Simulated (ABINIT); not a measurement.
# BaZrSe3 (P1): changed settings of a GW run in ABINIT

A base run on BaZrSe3 (P1), then changed inputs.

Calculated with ABINIT 10.8.3; PBEsol and many-body steps on it, plane waves.

This is a report of a sequence of runs, with most program output left out.

**1. Set-up**

Symmetry: P1, No. 1, triclinic system. The conventional cell has a = 5.287 Å, b = 5.296 Å, c = 5.309 Å, α = 89.89°, β = 89.91°, γ = 89.96°. Nearest to Ba lie 12 Se at 3.63 to 3.88 Å. Zr has 6 Se at 2.57 to 2.75 Å nearest. Nearest to Se lie 2 Zr at 2.61 to 2.70 Å and 4 Ba at 3.69 to 3.80 Å. Se has 2 Zr at 2.62 to 2.69 Å and 4 Ba at 3.63 to 3.88 Å nearest. Nearest to Se lie 2 Zr at 2.57 to 2.75 Å and 4 Ba at 3.71 to 3.77 Å. Farther neighbours and most contacts between anions are not listed.

The cell and positions are those that the Materials Project relaxed with its own functionals (PBE, PBE+U or r2SCAN), kept fixed. Spin-orbit coupling is left out unless a step names it.

**2. Screening, 2×2×2 mesh, 191 bands, screening to 122.5 eV**

This step: ABINIT 10.8.3; RPA screening on PBEsol, plane waves, norm-conserving pseudopotentials.

The RPA dielectric matrix is built and inverted for each q.

run.abi

```
acell 3*1.0 Angstrom
rprim 
  5.287383000000 -0.000000000000 -0.000000000000
  0.003576000000 5.296392000000 -0.000000000000
  0.007950000000 0.010054000000 5.309462000000
ntypat 3
znucl 56 40 34
natom 5
typat 1 2 3 3 3
xred 
  0.998643000000 0.998478000000 0.998673000000
  0.476578000000 0.490069000000 0.476727000000
  0.488317000000 0.998506000000 0.502693000000
  0.983845000000 0.511636000000 0.518540000000
  0.492614000000 0.501310000000 0.993370000000
pp_dirpath "pseudos"
pseudos "Ba.upf, Zr.upf, Se.upf"
ecut 39
ngkpt 2 2 2
nshiftk 1
shiftk 0 0 0
kptopt 1
chksymbreak 0
istwfk *1
occopt 1
irdwfk 1
optdriver 3
nband 191
ecuteps 4.5
inclvkb 2
awtr 1
symchi 1
indata_prefix "in"
outdata_prefix "out"
tmpdata_prefix "tmp"
```

Run with:

```sh
$ OMP_NUM_THREADS=1 mpirun -n 4 abinit run.abi > log
```

Elapsed: 3.6 min, on 4 MPI ranks of Intel Xeon 6975P-C (Granite Rapids), shared host; peak memory 3.2 GiB.

This step gave:

```yaml
eps_infinity_with_local_fields_on_this_mesh_along_the_program_s_q_direction: 24.48
the_same_without_local_fields: 31.10
plasma_frequency: 25.48 eV
plane_waves_in_the_screening_matrix: 461
```

Local fields lower ε∞ by 21 %. On a Γ-centred mesh this coarse the value itself is usually too large, while a short band sum pulls it down.

**3. Base**

The self-energy is evaluated for the states that the input lists, and the levels follow from it, in one-shot runs by the linearised quasiparticle equation.

This step: G0W0 on PBEsol, plane waves, norm-conserving pseudopotentials.

Edit run.abi of step 2 so:

```diff
@@ -26,8 +26,17 @@
 irdwfk 1
-optdriver 3
+optdriver 4
 nband 191
+gwcalctyp 0
+ecutsigx 39
+symsigma 1
+nkptgw 2
+kptgw 
+  0.5000000000 0.5000000000 0.5000000000
+  0.0000000000 0.0000000000 0.0000000000
+bdgw 
+  34 37
+  34 37
 ecuteps 4.5
-inclvkb 2
-awtr 1
-symchi 1
+irdscr 1
+ppmodel 1
 indata_prefix "in"
```

Elapsed: 34 s, on 4 MPI ranks; peak memory 2.6 GiB.

Numbers from this step:

- G0W0 gap on the points computed: 1.567 eV
- starting gap on the mesh: 0.1573 eV
- k of the valence top: 0.5, 0.5, 0.5
- k of the conduction bottom: 0, 0, 0
- Z at the valence top: 0.781
- Z at the conduction bottom: 0.784
- least direct G0W0 gap on the computed points: 2.05 eV

The gap on the mesh goes from 0.16 eV to 1.57 eV, a correction of +1.41 eV.

**4. Coulomb singularity**

Edit run.abi of step 3 so:

```diff
@@ -41,2 +41,3 @@
 ppmodel 1
+gw_icutcoul 3
 indata_prefix "in"
```

Elapsed: 34 s, on 4 MPI ranks; peak memory 2.6 GiB; 2.2 min of CPU time.

This step gave:

| Item | Value |
| --- | --- |
| G0W0 gap on the points computed | 1.567 eV |
| starting gap on the mesh | 0.1573 eV |
| k of the valence top | 0.5, 0.5, 0.5 |
| k of the conduction bottom | 0, 0, 0 |
| Z at the valence top | 0.785 |
| Z at the conduction bottom | 0.788 |
| least direct G0W0 gap on the computed points | 2.049 eV |

Against G0W0 in ABINIT (2×2×2 mesh, 191 bands, screening to 122.5 eV, Godby-Needs plasmon pole), the gap moves by +0.000 eV.

**5. The runs together**

Times are wall times on 4 MPI ranks of Intel Xeon 6975P-C (Granite Rapids), shared host, good to a factor of about two. A run's time includes the screening step that it read.

| run | mesh | bands | screening cutoff (eV) | DFT gap (eV) | gap on the mesh (eV) | direct (eV) | ε∞ used | time |
| --- | --- | --- | --- | --- | --- | --- | --- | --- |
| base | 2×2×2 | 191 | 122.5 | 0.157 | 1.567 | 2.050 | 24.48 | 4.2 min |
| Coulomb singularity | 2×2×2 | 191 | 122.5 | 0.157 | 1.567 | 2.049 | 24.48 | 4.2 min |

**6. Results**

| Item | Value |
| --- | --- |
| base | 1.567 eV |
| Coulomb singularity | 1.567 eV |
| known limits | not at the basis limit; exchange with frozen shells missing; no spin-orbit coupling; coarse k mesh |

In words: Coulomb singularity: no change against base (keys changed: gw_icutcoul). Bands and cutoff are finite, so the gap is not at the basis limit. The miss can reach some tenths of an eV and take either sign; the mesh is an error of its own. In the G0W0 runs levels were corrected at 2 k points alone, so a gap called «on the mesh» is the least over those, and an edge elsewhere would be missed. The 2×2×2 mesh is coarse for this cell, which bears on the long-range parts of exchange and screening. The norm-conserving file of at least one element keeps a d shell over frozen s and p shells of the same row. Exchange with those shells is missing from the self-energy, an error of 0.3 to 0.9 eV in cases checked, whose sign depends on which edge lies on those atoms. The many-body steps are scalar-relativistic: spin-orbit coupling is not in them.

[Paths, hosts, dates, memory and timing lines, banners, echoed tables and standing remarks are left out of the program output.]

[Logs are printed without paths, hosts, clocks, repeated set-up lines and the standing remarks that a program may print on its own settings, such as how far it seeks lower states.]

[Runs of the session that timed out or met a known fault of the program may be left out.]

[Hosts, paths, dates, database ids (printed as entryN), source tags and the programs' standing remarks are cut or masked in the printed files.]

[G0W0 gaps are taken among the corrected bands and points alone; a level outside them can change the order at an edge.]

[Where Ansatz stands beside ABINIT at settings called matched, ABINIT's density can come from a denser mesh and the files from another edition; pairs whose starting gaps differed by over 0.03 eV were left out, so agreement reads better than it is.]
